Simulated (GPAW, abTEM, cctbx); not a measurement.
# Ba2IrS4: the scripts behind a bonding study

Short scripts, each with its output. The start was made by putting kin elements into a known structure type; the compound need not exist, or be stable, in this form.

## 1. Relax the structure

```text
cell
1.0
     0.000000000   -4.694000000    0.000000000
     4.694000000    0.000000000    0.000000000
    -2.347000000    2.347000000    7.896000000
Ir Ba S
1 2 4
Direct
0.000000000 0.000000000 0.000000000
0.641500000 0.641500000 0.283000000
0.358500000 0.358500000 0.717000000
0.000000000 0.500000000 0.000000000
0.844300000 0.844300000 0.688600000
0.155700000 0.155700000 0.311400000
0.500000000 0.000000000 0.000000000
```

```python
from ase.constraints import FixSymmetry
from ase.filters import FrechetCellFilter
from ase.io import read, write
from ase.optimize import BFGS
from ase.parallel import parprint
from gpaw import GPAW, PW, FermiDirac

atoms = read("start.vasp")
atoms.set_constraint(FixSymmetry(atoms))
atoms.calc = GPAW(mode=PW(570), xc="PBE", kpts={"size": (3, 3, 3), "gamma": True},
                 occupations=FermiDirac(0.05), maxiter=120, symmetry={"tolerance": 1e-5}, txt="relax.txt")
BFGS(FrechetCellFilter(atoms), maxstep=0.15).run(fmax=0.03, steps=40)
parprint("cell  %.4f %.4f %.4f  %.2f %.2f %.2f" % tuple(atoms.cell.cellpar()))
parprint("volume %.3f A^3, largest force %.3f eV/A, largest stress %.2f GPa" % (atoms.get_volume(), abs(atoms.get_forces()).max(), 160.218 * abs(atoms.get_stress()).max()))
atoms.set_constraint()
write("relaxed.vasp", atoms, direct=True)
```

```console
$ OMP_NUM_THREADS=1 mpirun -n 4 gpaw python run.py > gpaw.log
```

```text
gpts.py:43: UserWarning: Initial realspace grid (27,27,48) inconsistent with symmetries.
gpts.py:43: UserWarning: Initial realspace grid (27,27,48) inconsistent with symmetries.
gpts.py:43: UserWarning: Initial realspace grid (27,27,48) inconsistent with symmetries.
gpts.py:43: UserWarning: Initial realspace grid (27,27,48) inconsistent with symmetries.
gpts.py:70: UserWarning: Using symmetrized grid: (48,48,48).
gpts.py:70: UserWarning: Using symmetrized grid: (48,48,48).
gpts.py:70: UserWarning: Using symmetrized grid: (48,48,48).
gpts.py:70: UserWarning: Using symmetrized grid: (48,48,48).
            Step        Energy          fmax
BFGS:    0      -37.069497        0.497598
BFGS:    1      -37.081074        0.460088
BFGS:    2      -37.128805        0.179353
BFGS:    3      -37.131041        0.197166
BFGS:    4      -37.138377        0.224371
BFGS:    5      -37.145017        0.214894
BFGS:    6      -37.150178        0.164788
BFGS:    7      -37.151612        0.124076
BFGS:    8      -37.152407        0.099599
BFGS:    9      -37.153744        0.118227
BFGS:   10      -37.155646        0.110407
BFGS:   11      -37.157270        0.060385
BFGS:   12      -37.157896        0.031584
BFGS:   13      -37.158055        0.025658
cell  4.8063 4.8063 8.4617  106.50 106.50 90.00
volume 179.008 A^3, largest force 0.026 eV/A, largest stress 0.11 GPa
```

Time: 3.4 min on 4 cores of Arm Neoverse V2 (shared host), peak memory 1.4 GiB.

## 2. Build the all-electron density and subtract free atoms

```text
cell
1.0
     0.000000000   -4.806273750    0.000000000
     4.806273750    0.000000000    0.000000000
    -2.403136875    2.403136875    7.749158160
Ir Ba S
1 2 4
Direct
0.000000000 0.000000000 0.000000000
0.639737760 0.639737760 0.279475520
0.360262240 0.360262240 0.720524480
0.000000000 0.500000000 0.000000000
0.841614450 0.841614450 0.683228900
0.158385550 0.158385550 0.316771100
0.500000000 0.000000000 0.000000000
```

```python
import numpy as np
from ase.io import read
from ase.units import Bohr
from gpaw import GPAW, PW, FermiDirac
from gpaw.calculator import GPAW as OldGPAW
from gpaw.mpi import serial_comm, world
from scipy.special import erfc
from scipy.spatial import cKDTree

atoms = read("cell.vasp")
atoms.calc = GPAW(mode=PW(450), xc="PBE", kpts={"size": (4, 4, 4), "gamma": True},
                 occupations=FermiDirac(0.05), maxiter=120, symmetry={"tolerance": 1e-5}, txt="scf.txt")
atoms.get_potential_energy()
rho = atoms.calc.get_all_electron_density(gridrefinement=2)
moments = atoms.get_magnetic_moments() if atoms.calc.get_number_of_spins() == 2 else np.zeros(len(atoms))
total = atoms.get_magnetic_moment() if moments.any() else 0.0
if world.rank == 0:
    free = OldGPAW(mode=PW(450), xc="PBE", txt=None, communicator=serial_comm)
    neutral = atoms.copy()
    neutral.set_initial_magnetic_moments(None)
    free.initialize(neutral)
    free.set_positions(neutral)
    drho = rho - free.get_all_electron_density(gridrefinement=2)
    # GPAW starts from confined atoms: exchange their smooth part for that of the datasets' free atoms
    h = np.stack(np.meshgrid(*[np.fft.fftfreq(n, 1 / n) for n in drho.shape], indexing="ij"), -1)
    gabs = np.linalg.norm(h @ atoms.cell.reciprocal(), axis=-1)
    tails = np.fft.fftn(free.get_pseudo_density(gridrefinement=2))
    g, form, v0 = np.linspace(0, gabs.max(), 1500), {}, 0
    for e in set(atoms.symbols):
        idx = atoms.symbols.search(e)
        d = free.setups[idx[0]].data
        r, w = d.rgd.r_g * Bohr, d.rgd.r_g**2 * d.rgd.dr_g
        j0 = np.sinc(2 * g[:, None] * r)
        smooth = sum(f * p**2 for f, p in zip(d.f_j, d.phit_jg)) + np.sqrt(4 * np.pi) * d.nct_g
        full = sum(f * p**2 for f, p in zip(d.f_j, d.phi_jg)) + np.sqrt(4 * np.pi) * d.nc_g
        phase = sum(np.exp(-2j * np.pi * h @ s) for s in atoms.get_scaled_positions()[idx])
        tails -= np.interp(gabs, g, j0 @ (smooth * w)) * phase * drho.size / atoms.get_volume()
        form[e] = j0 @ (full * w)
        v0 += 2 * np.pi / 3 * 14.3996 * (full * w * r**2).sum() * len(idx)  # V A^3
    tails *= 0.5 * erfc((gabs - 1.8) / 0.25)  # the tails differ at long wavelengths alone
    drho += np.fft.ifftn(tails).real  # crystal minus superposed spherical free atoms
    np.save("drho.npy", drho)
    dv = atoms.get_volume() / drho.size
    print("grid", drho.shape, " electrons %.3f" % (rho.sum() * dv), " moved by bonding %.3f e" % (abs(drho).sum() * dv / 2))
    pts = np.indices(drho.shape).reshape(3, -1).T / drho.shape @ atoms.cell
    shifts = (np.indices((3, 3, 3)).reshape(3, -1).T - 1) @ atoms.cell
    images = (atoms.positions[None] + shifts[:, None]).reshape(-1, 3)
    dist, idx = cKDTree(images).query(pts, k=4)
    out = drho.ravel()[dist[:, 0] > 0.5]
    print("deformation density beyond 0.5 A of the nuclei: max %.3f, min %.3f e/A^3" % (out.max(), out.min()))
    tie = dist < dist[:, :1] + 1e-4
    q = -np.bincount((idx % len(atoms))[tie], (drho.ravel()[:, None] / tie.sum(1, keepdims=True) * tie)[tie], len(atoms)) * dv
    print("atom        x       y       z   Voronoi charge  moment")
    for a, s, c, m in zip(atoms, atoms.get_scaled_positions(), q, moments):
        print("%-2s%-3d %7.4f %7.4f %7.4f %10.3f %10.2f" % (a.symbol, a.index + 1, *s, c, m))
    np.savez("free.npz", g=g, **form)
    print("mean inner potential of superposed free atoms %.3f V" % (v0 / atoms.get_volume()))
    print("total magnetic moment %.3f muB" % total)
```

```console
$ OMP_NUM_THREADS=1 mpirun -n 4 gpaw python run.py > gpaw.log
```

```text
gpts.py:43: UserWarning: Initial realspace grid (24,24,42) inconsistent with symmetries.
gpts.py:43: UserWarning: Initial realspace grid (24,24,42) inconsistent with symmetries.
gpts.py:43: UserWarning: Initial realspace grid (24,24,42) inconsistent with symmetries.
gpts.py:43: UserWarning: Initial realspace grid (24,24,42) inconsistent with symmetries.
gpts.py:70: UserWarning: Using symmetrized grid: (42,42,42).
gpts.py:70: UserWarning: Using symmetrized grid: (42,42,42).
gpts.py:70: UserWarning: Using symmetrized grid: (42,42,42).
gpts.py:70: UserWarning: Using symmetrized grid: (42,42,42).
grid (84, 84, 84)  electrons 253.000  moved by bonding 1.374 e
deformation density beyond 0.5 A of the nuclei: max 0.207, min -0.465 e/A^3
atom        x       y       z   Voronoi charge  moment
Ir1    0.0000  0.0000  0.0000      0.188       0.00
Ba2    0.6397  0.6397  0.2795      0.186       0.00
Ba3    0.3603  0.3603  0.7205      0.186       0.00
S 4    0.0000  0.5000  0.0000     -0.093       0.00
S 5    0.8416  0.8416  0.6832     -0.187       0.00
S 6    0.1584  0.1584  0.3168     -0.187       0.00
S 7    0.5000  0.0000  0.0000     -0.093       0.00
mean inner potential of superposed free atoms 17.765 V
total magnetic moment 0.000 muB
```

Time: 32 s.

## 3. Fourier-transform the difference

```python
from cctbx import adptbx, crystal, miller, xray
from cctbx.eltbx import tiny_pse
import numpy as np

cs = crystal.symmetry(unit_cell=(4.8063, 4.8063, 15.4983, 90, 90, 90), space_group_symbol='Hall: -I 4 2')  # I4/mmm
atoms = [  # label, site, U (iso, or U11 U22 U33 U12 U13 U23 in A^2), occupancy
    ("Ir1", (0, 0, 0), 0.0000, 1),
    ("Ba1", (0.5, 0.5, 0.13974), 0.0000, 1),
    ("S1", (0.5, 0, 0), 0.0000, 1),
    ("S2", (0.5, 0.5, 0.34161), 0.0000, 1),
]
xs = xray.structure(crystal_symmetry=cs)
for label, site, u, occ in atoms:
    u = adptbx.u_cif_as_u_star(cs.unit_cell(), u) if isinstance(u, tuple) else u
    xs.add_scatterer(xray.scatterer(label, site=site, u=u, occupancy=occ))
xs.scattering_type_registry(table="wk1995")
drho = np.load("drho.npy")
T = np.array([[0, 1, 0], [-1, 0, 0], [1, 1, 2]])  # conventional axes in terms of the primitive ones
dF = np.fft.ifftn(drho) * 358.01525  # electrons a conventional cell, indexed by primitive hkl
ms = miller.build_set(cs, anomalous_flag=False, d_min=0.9).sort("resolution")
iam = ms.structure_factors_from_scatterers(xs, algorithm="direct").f_calc()
p1 = xs.expand_to_p1()
z = np.array([tiny_pse.table(sc.scattering_type).atomic_number() for sc in p1.scatterers()])
x = np.array(p1.sites_frac())
free = np.load("free.npz")
print("static structure factors of the conventional cell: F in electrons, V (Mott-Bethe) in volts")
print("   h  k  l      d  |F| table  |F| free   |F| DFT   change   |V| free  |V| DFT  change %")
for h, d, table in list(zip(ms.indices(), ms.d_spacings().data(), iam.data()))[:16]:
    df = dF[tuple(np.rint(np.linalg.solve(T, h)).astype(int))]
    phase = np.exp(2j * np.pi * x @ h)
    f = sum(np.interp(1 / d, free["g"], free[sc.scattering_type]) * p for sc, p in zip(p1.scatterers(), phase))
    fz = (z * phase).sum()
    c = 14.3996 * d * d / (np.pi * cs.unit_cell().volume())
    v0, v1 = abs(fz - f) * c, abs(fz - f - df) * c
    print("%4d%3d%3d %7.4f %9.3f %9.3f %9.3f %8.3f %9.3f %8.3f %8s" % (h + (d, abs(table), abs(f), abs(f + df), abs(f + df) - abs(f), v0, v1, "%.1f" % (100 * (v1 / v0 - 1)) if v0 > 0.02 else "-")))
```

```console
$ python run.py
```

```text
static structure factors of the conventional cell: F in electrons, V (Mott-Bethe) in volts
   h  k  l      d  |F| table  |F| free   |F| DFT   change   |V| free  |V| DFT  change %
   0  0  2  7.7491   146.794   146.753   146.861    0.108     3.014    2.931     -2.8
   1  0  1  4.5906    45.654    45.507    45.699    0.192     0.072    0.020    -72.1
   0  0  4  3.8746    24.421    24.556    24.899    0.343     1.731    1.665     -3.8
   1  0  3  3.5189   257.784   257.782   257.052   -0.730     4.559    4.675      2.5
   1  1  0  3.3986   330.790   330.808   331.226    0.418     6.978    6.917     -0.9
   1  1  2  3.1124    32.854    32.697    31.773   -0.924     1.243    1.129     -9.2
   1  0  5  2.6049   200.602   200.506   200.761    0.255     3.573    3.551     -0.6
   0  0  6  2.5830   314.437   314.482   315.351    0.869     7.055    6.981     -1.1
   1  1  4  2.5550   111.138   111.442   111.830    0.389     4.189    4.156     -0.8
   2  0  0  2.4032   392.583   392.666   392.581   -0.085     8.379    8.386      0.1
   2  0  2  2.2953   120.872   120.752   120.902    0.150     2.018    2.008     -0.5
   2  1  1  2.1291    39.105    38.917    38.917    0.000     0.398    0.398     -0.0
   1  1  6  2.0565   210.175   210.080   210.064   -0.016     3.194    3.195      0.0
   2  0  4  2.0422    18.850    19.101    19.019   -0.082     0.772    0.776      0.6
   1  0  7  2.0109    10.704    10.931    11.011    0.080     0.380    0.375     -1.1
   2  1  3  1.9845   227.871   227.755   228.060    0.305     2.964    2.949     -0.5
```

Time: 0.24 s on 1 core of Arm Neoverse V2 (shared host), peak memory 0.1 GiB.

## 4. Propagate a plane wave with and without the bonding term

```python
import abtem
import numpy as np
from ase.build import make_supercell
from ase.io import read

abtem.config.set({"dask.lazy": False, "fft": "fftw", "diagnostics.progress_bar": False})
M = [[1, 0, 0], [0, 1, 0], [1, 1, 2]]  # rows: x, y and beam direction in the primitive cell's axes
unit = make_supercell(read("cell.vasp"), M)
unit.set_cell(list(unit.cell.lengths()) + [90, 90, 90], scale_atoms=True)
unit.positions[:, 2] += 1.2419  # keeps atomic planes off the slice boundaries
unit.wrap()
slab = unit * (1, 1, 39)
print(slab.get_chemical_formula(), "| box %.2f x %.2f x %.2f A" % tuple(slab.cell.lengths()))

# change of the potential by bonding, from the DFT deformation density (Poisson's equation term by term)
drho = np.load("drho.npy")
prim = read("cell.vasp")
h = np.stack(np.meshgrid(*[np.fft.fftfreq(n, 1 / n) for n in drho.shape], indexing="ij"), -1).reshape(-1, 3).astype(int)
g2 = ((h @ prim.cell.reciprocal()) ** 2).sum(1)
keep = (g2 > 0) & (g2 < 2.5**2)
shape = (138, 138, 90)
vg = np.zeros(shape, complex)
hm = h[keep] @ np.array(M).T
move = np.exp(-2j * np.pi * hm[:, 2] * (1.2419 / unit.cell[2, 2] - 0.5 / shape[2]))  # the same shift, sampled at mid-points
vg[tuple(hm.T % np.array(shape)[:, None])] = -14.3996 / np.pi * (np.fft.fftn(drho).ravel() / drho.size)[keep] / g2[keep] * move
dV = np.fft.ifftn(vg).real * vg.size
dV = dV.reshape(138, 138, 10, 9).mean(3) * unit.cell[2, 2] / 10  # V A, projected in each slice
dV = np.tile(dV.transpose(2, 0, 1), (39, 1, 1))


def build(atoms):
    p = abtem.Potential(atoms, gpts=(138, 138), slice_thickness=[slab.cell[2, 2] / 390] * 390,
                        parametrization="lobato", projection="infinite", exit_planes=30).build()
    p.array[:] += BONDING * dV
    return p


def potentials():
    yield build(slab)  # atoms at rest


for label, BONDING in (("IAM", 0.0), ("DFT", 1.0)):
    print("=====", label)
    potential = build(slab)
    print("grid", potential.gpts, "slices", potential.num_slices)
    thickness = potential.exit_thicknesses
    wave = abtem.PlaneWave(energy=200000)
    dp = np.mean([wave.multislice(p).diffraction_patterns(max_angle="valid").array for p in potentials()], axis=0)
    hkl = [(0, 0, 0), (1, 1, 0), (2, 0, 0), (2, 2, 0), (3, 1, 0), (3, 3, 0)]
    nx, ny = dp.shape[-2:]
    print("intensity of each beam, fraction of the incident wave")
    print("  t (A)" + "".join("%9s" % " ".join(map(str, h)) for h in hkl) + "  diffuse    total")
    grid = np.zeros((nx, ny), bool)
    grid[nx // 2 % 1::1, ny // 2 % 1::1] = True
    for t, a in list(zip(thickness, dp))[1:]:
        idx = [np.rint(np.array(M) @ np.linalg.solve([[0, 1, 0], [-1, 0, 0], [1, 1, 2]], h)).astype(int) for h in hkl]
        print("%7.1f" % t + "".join("%9.5f" % a[nx // 2 + i[0] * 1, ny // 2 + i[1] * 1] for i in idx) + "%9.4f%9.4f" % (a[~grid].sum(), a.sum()))
```

```console
$ python run.py
```

```text
Ba156Ir78S312 | box 4.81 x 4.81 x 604.43 A
===== IAM
grid (138, 138) slices 390
intensity of each beam, fraction of the incident wave
  t (A)    0 0 0    1 1 0    2 0 0    2 2 0    3 1 0    3 3 0  diffuse    total
   46.5  0.88220  0.00031  0.00502  0.00027  0.00321  0.00167   0.0000   0.9897
   93.0  0.70024  0.00056  0.02005  0.00044  0.00856  0.00300   0.0000   0.9832
  139.5  0.53751  0.00036  0.03961  0.00016  0.00988  0.00591   0.0000   0.9751
  186.0  0.44163  0.00037  0.05375  0.00008  0.00925  0.00485   0.0000   0.9615
  232.5  0.42262  0.00140  0.05186  0.00112  0.00788  0.00414   0.0000   0.9449
  279.0  0.45503  0.00454  0.03460  0.00259  0.00591  0.00303   0.0000   0.9274
  325.5  0.51304  0.00983  0.01478  0.00266  0.00389  0.00175   0.0000   0.9091
  372.0  0.55828  0.01529  0.00201  0.00116  0.00188  0.00064   0.0000   0.8906
  418.5  0.55105  0.01924  0.00121  0.00007  0.00107  0.00067   0.0000   0.8762
  464.9  0.49218  0.01834  0.01048  0.00122  0.00228  0.00088   0.0000   0.8650
  511.4  0.40034  0.01357  0.02386  0.00271  0.00510  0.00198   0.0000   0.8555
  557.9  0.31825  0.00962  0.03699  0.00278  0.00641  0.00169   0.0000   0.8457
  604.4  0.27381  0.00940  0.04328  0.00137  0.00483  0.00283   0.0000   0.8351
===== DFT
grid (138, 138) slices 390
intensity of each beam, fraction of the incident wave
  t (A)    0 0 0    1 1 0    2 0 0    2 2 0    3 1 0    3 3 0  diffuse    total
   46.5  0.88222  0.00031  0.00508  0.00029  0.00318  0.00168   0.0000   0.9897
   93.0  0.69995  0.00053  0.02029  0.00050  0.00854  0.00300   0.0000   0.9832
  139.5  0.53643  0.00039  0.04009  0.00018  0.00993  0.00588   0.0000   0.9751
  186.0  0.43927  0.00063  0.05430  0.00012  0.00928  0.00483   0.0000   0.9616
  232.5  0.41841  0.00225  0.05211  0.00133  0.00780  0.00413   0.0000   0.9451
  279.0  0.44847  0.00624  0.03436  0.00293  0.00586  0.00304   0.0000   0.9275
  325.5  0.50420  0.01241  0.01427  0.00283  0.00391  0.00175   0.0000   0.9093
  372.0  0.54794  0.01826  0.00175  0.00108  0.00186  0.00065   0.0000   0.8907
  418.5  0.54027  0.02178  0.00161  0.00004  0.00105  0.00065   0.0000   0.8764
  464.9  0.48169  0.01979  0.01165  0.00155  0.00233  0.00084   0.0000   0.8654
  511.4  0.39064  0.01441  0.02563  0.00326  0.00517  0.00192   0.0000   0.8563
  557.9  0.30987  0.01070  0.03908  0.00320  0.00642  0.00166   0.0000   0.8468
  604.4  0.26727  0.01122  0.04518  0.00150  0.00483  0.00276   0.0000   0.8368
```

Time: 9 s.

[Outputs are excerpts: Python notices, other lines and further rows are left out; steps that failed or that the build refused (PBEsol, TPSS) are not shown.]

[Logs are printed without paths, hosts, clocks, repeated set-up lines and the standing remarks that a program may print on its own settings, such as how far it seeks lower states.]
